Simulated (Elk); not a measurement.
## TiHg: energy over the lowest against total spin moment, fitted and tested on a withheld row

System: TiHg, 1 Ti and 1 Hg in the cell, space group P4/mmm. Cell as run: a = 3.009, b = 3.009, c = 4.041 Å, angles 90.0, 90.0, 90.0°, 2 atoms. From the study “TiHg: energy against a fixed spin moment”.

Method: LDA (Perdew-Wang); all-electron APW+lo (Elk 11.2.3 (patched build)). Settings shared by all rows: 8×8×8 k-mesh, RK_max 7, smearing width 0.136057 eV.

The table, with one value held back:

| total spin moment (μB a cell) | energy over the lowest (meV a cell) |
| --- | --- |
| 0 | 0.00 |
| 0.074997 | 0.27 |
| 0.14997 | 1.03 |
| 0.22498 | ? |
| 0.29999 | 4.10 |
| 0.375 | 6.62 |
| 0.45001 | 9.83 |
| 0.52501 | 13.94 |
| 0.60001 | 19.05 |

**Question.** Choose a law, fit it, and give the withheld energy over the lowest (total spin moment = 0.22498 μB a cell).

**Law.** Time reversal makes the energy at fixed moment even in the moment, so it is expanded as a Landau series in M². In symbols, E = c0 + c2 M² + c4 M⁴ + c6 M⁶, with energy over the lowest in meV a cell.

**Fit.** Least squares on 8 rows gives c0 = 0.019927, c2 = 43.2886, c4 = 24.4546 and c6 = 5.9501.

| total spin moment (μB a cell) | computed | fit | computed − fit |
| --- | --- | --- | --- |
| 0 | 0.00 | 0.020 | -0.020 |
| 0.074997 | 0.27 | 0.264 | 0.006 |
| 0.14997 | 1.03 | 1.006 | 0.024 |
| 0.29999 | 4.10 | 4.118 | -0.018 |
| 0.375 | 6.62 | 6.608 | 0.012 |
| 0.45001 | 9.83 | 9.839 | -0.009 |
| 0.52501 | 13.94 | 13.934 | 0.006 |
| 0.60001 | 19.05 | 19.052 | -0.002 |

Its quadratic term is positive, which makes M = 0 a minimum of the fitted curve.

**Prediction.** At total spin moment = 0.22498 μB a cell the law predicts 2.274 meV a cell. The computed value is 2.29 meV a cell, 0.016 above the prediction. The row lies between fitted rows, so this is an interpolation. The miss is about equal to the rms residual of the fit, 0.014.

[Hosts, paths, dates, database ids (printed as entryN), source tags and the programs' standing remarks are cut or masked in the printed files.]

[Where a cell is said to come from a database of computed structures, the database is the Materials Project.]
